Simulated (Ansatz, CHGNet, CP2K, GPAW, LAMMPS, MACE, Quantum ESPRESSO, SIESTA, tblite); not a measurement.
# CP2K on amorphous Ge (61 atoms): settings against a plane-wave reference, part 4 of 4

How do the settings of CP2K change the result for amorphous Ge (61 atoms)? A plane-wave run serves as the yardstick.

Program: CP2K 2026.2; the method stands at each step. Banners, paths, timers and routine set-up lines are dropped from the logs unmarked, and long logs keep their key lines alone; longer cuts are marked.

So far. Step 9 (PBE+D4, DZVP-UZH, 350/50 Ry, diagonalisation): Against the first run (4.7 %), the force difference from the reference is 8.1 %, at 1.0 times the CPU time; the model has changed, so this is no error of the program alone. Step 10 (PBE, DZVP-UZH, 175/50 Ry, diagonalisation): Against the first run (4.7 %), the force difference from the reference is 4.7 %, at 0.74 times the CPU time: the change moves forces by 0.18 meV/Å r.m.s., so most of the difference comes from elsewhere.

## 11. GFN1-xTB, diagonalisation

Method: GFN1-xTB tight binding (the program's own implementation), diagonalisation.

File input.inp:

```
&GLOBAL
  PROJECT cell
  RUN_TYPE ENERGY_FORCE
  PRINT_LEVEL LOW
&END GLOBAL
&FORCE_EVAL
  METHOD QS
  STRESS_TENSOR ANALYTICAL
  &DFT
    &QS
      METHOD XTB
      &XTB
        GFN_TYPE 1
        DO_EWALD T
        CHECK_ATOMIC_CHARGES F
      &END XTB
    &END QS
    &SCF
      SCF_GUESS ATOMIC
      EPS_SCF 1.0E-06
      MAX_SCF 200
      ADDED_MOS 45
      &DIAGONALIZATION
        ALGORITHM STANDARD
      &END DIAGONALIZATION
      &SMEAR ON
        METHOD FERMI_DIRAC
        ELECTRONIC_TEMPERATURE [K] 580
      &END SMEAR
      &MIXING
        METHOD BROYDEN_MIXING
        ALPHA 0.15
        NBROYDEN 8
      &END MIXING
      &PRINT
        &RESTART OFF
        &END RESTART
      &END PRINT
    &END SCF
    &PRINT
      &MULLIKEN ON
      &END MULLIKEN
    &END PRINT
  &END DFT
  &SUBSYS
    &CELL
      A 11.18750 0.00000 0.00000
      B 0.00000 11.18750 0.00000
      C 0.00000 0.00000 11.18750
    &END CELL
    &TOPOLOGY
      COORD_FILE_NAME structure.xyz
      COORD_FILE_FORMAT XYZ
    &END TOPOLOGY
  &END SUBSYS
  &PRINT
    &FORCES ON
    &END FORCES
    &STRESS_TENSOR ON
    &END STRESS_TENSOR
  &END PRINT
&END FORCE_EVAL
```

File structure.xyz:

```xyz
61

[... 61 atom lines left out: the same atoms as in the first run ...]
```

Launch:

```sh
$ OMP_NUM_THREADS=1 cp2k.psmp -i input.inp > output.txt
```

Numbers of over 12 decimals in the logs are rounded to 6 here.

The log of the run:

```text
CP2K| version string:                                       CP2K version 2026.2
 CP2K| Input file name                                                 input.inp
 GLOBAL| Basis set file name                                           BASIS_SET
 GLOBAL| Potential file name                                           POTENTIAL
[... lines left out ...]
                        Smear method:                                FERMI_DIRAC
[... lines left out ...]
 Number of electrons:                                                        244
[... lines left out ...]
  Step     Update method      Time    Convergence         Total energy    Change
[... lines left out ...]
  Correction for halogen bonding:                               0.000000
  Electronic entropic energy:                                  -0.00439977
  Fermi energy:                                                -0.446875
  Total energy:                                              -103.267530
  Total energy (extrapolated to T->0):                       -103.265330
 *   ___                                                                       *
 *  /   \                                                                      *
 * [ABORT]                                                                     *
 *  \___/     SCF run NOT converged. To continue the calculation regardless,   *
 *    |             please set the keyword IGNORE_CONVERGENCE_FAILURE.         *
 *  O/|                                                                        *
 * /| |                                                                        *
```

Wall time 21 s (1 thread of Arm Neoverse V2, shared host); peak memory 0.22 GiB.

The run stopped without converging, so its numbers are no property of the system.

## 12. The ladder

Differences are against the plane-wave reference, forces as r.m.s. over components; share is that over the reference's r.m.s. force, slope the least-squares factor from reference forces to these. Total energies of different programs have different zeros and aren't compared.

| run | Δ force, r.m.s. (meV/Å) | share (%) | slope | Δ pressure (GPa) | cores | CPU time | memory (GiB) |
| --- | --- | --- | --- | --- | --- | --- | --- |
| reference | - | - | - | - | 4 | 91 s | 2.1 |
| CP2K PBE, DZVP-UZH, 350/50 Ry, diagonalisation | 30.1 | 4.73 | 0.998 | 0.611 | 2 | 1.9 min | 1.6 |
| CP2K PBE, TZV2P-MOLOPT (SR for Ge), 350/50 Ry, diagonalisation | 18.6 | 2.92 | 0.993 | 0.509 | 4 | 2 min | 3.2 |
| CP2K PBE, TZVP-UZH, 350/50 Ry, diagonalisation | 25.3 | 3.98 | 1.001 | 0.433 | 4 | 2.3 min | 3.1 |
| CP2K PBEsol, PBE potentials, DZVP-UZH, 350/50 Ry, diagonalisation | 37.2 | 5.84 | 1.007 | -0.119 | 2 | 1.9 min | 1.6 |
| CP2K r2SCAN, SCAN potentials, DZVP-UZH(SCAN), 600/50 Ry, diagonalisation | 198 | 31.1 | 0.880 | -5.70 | 2 | 6 min | 4.1 |
| CP2K PBE, DZVP-UZH, 350/20 Ry, diagonalisation (coarse) | 31.5 | 4.95 | 0.996 | 0.664 | 2 | 75 s | 1.6 |
| CP2K PBE, DZVP-UZH, 489/50 Ry, diagonalisation | 30.1 | 4.73 | 0.998 | 0.611 | 4 | 2.8 min | 3.9 |
| CP2K PBE+D4, DZVP-UZH, 350/50 Ry, diagonalisation | 51.9 | 8.15 | 0.985 | -1.35 | 2 | 1.9 min | 1.6 |
| CP2K PBE, DZVP-UZH, 175/50 Ry, diagonalisation (coarse) | 30.1 | 4.73 | 0.998 | 0.611 | 2 | 83 s | 0.84 |

Rows marked coarse were listed beforehand as settings not expected to be converged; some can still land near the reference.

CPU time is summed over cores on a shared host, where runs went side by side, so it is rough. Symmetry, cutoffs, thresholds, outputs and thread counts weren't matched or tuned between programs; memory under MPI is the largest rank's times the ranks.

Within one program, basis, potentials and functional, energies share a zero. Each run against its twin at the usual cutoff or grid and solver:

```
                                           run                                  twin  Δ energy (meV/atom)  Δ force, r.m.s. (meV/Å)        CPU time over the twin's
CP2K PBE, DZVP-UZH, 350/20 Ry, diagonalisation  DZVP-UZH, 350/50 Ry, diagonalisation                -1.33                     8.18                            0.67
CP2K PBE, DZVP-UZH, 489/50 Ry, diagonalisation  DZVP-UZH, 350/50 Ry, diagonalisation                    0                    0.007  1.5 (this twin ran on 2 cores)
CP2K PBE, DZVP-UZH, 175/50 Ry, diagonalisation  DZVP-UZH, 350/50 Ry, diagonalisation              -0.0011                    0.185                            0.74
```

## 13. Outcome

| Property | Result |
| --- | --- |
| nearest in forces | CP2K PBE, TZV2P-MOLOPT (SR for Ge), 350/50 Ry, diagonalisation, 2.9 % |
| its CPU time | 2 min |

What this shows: The PBE runs in local orbitals, coarse settings apart, differ by 2.9 % (CP2K PBE, TZV2P-MOLOPT (SR for Ge), 350/50 Ry, diagonalisation) to 4.7 % (CP2K PBE, DZVP-UZH, 350/50 Ry, diagonalisation); basis, grid and potentials can all enter. Rows with another functional or a dispersion term differ by 5.8 % (CP2K PBEsol, PBE potentials, DZVP-UZH, 350/50 Ry, diagonalisation) to 31 % (CP2K r2SCAN, SCAN potentials, DZVP-UZH(SCAN), 600/50 Ry, diagonalisation), which mixes the change of model with differences of basis and potentials, some of them made for another functional. Runs with settings chosen to be coarse differ by 4.7 % (CP2K PBE, DZVP-UZH, 175/50 Ry, diagonalisation) to 4.9 % (CP2K PBE, DZVP-UZH, 350/20 Ry, diagonalisation), their programs' other errors included. None of the electronic-structure runs in the table takes under half the reference's CPU time of 91 s; they take 0.82 to 4.0 times as much. The potentials hold different valence shells: 854 electrons in the reference, 244 in CP2K with TZVP-UZH; this bears on time and differences. The quench rate of 3 K/ps is many orders above laboratory rates, so the cell is likely richer in defects and strain than a real sample. The network of bonds at the start is that of the classical potential that made the cell, and needn't be the one that DFT or experiment would give. The electronic-structure runs sample only Γ, in a cell whose shortest periodic width is 11 Å, which is coarse for a cell with partly filled levels.

[Also dropped from logs without a mark: logging warnings of Python, and SIESTA's first energy breakdown and zero terms.]

[Logs are printed without paths, hosts, clocks, repeated set-up lines and the standing remarks that a program may print on its own settings, such as how far it seeks lower states.]

[Hosts, paths, dates, database ids (printed as entryN), source tags and the programs' standing remarks are cut or masked in the printed files.]
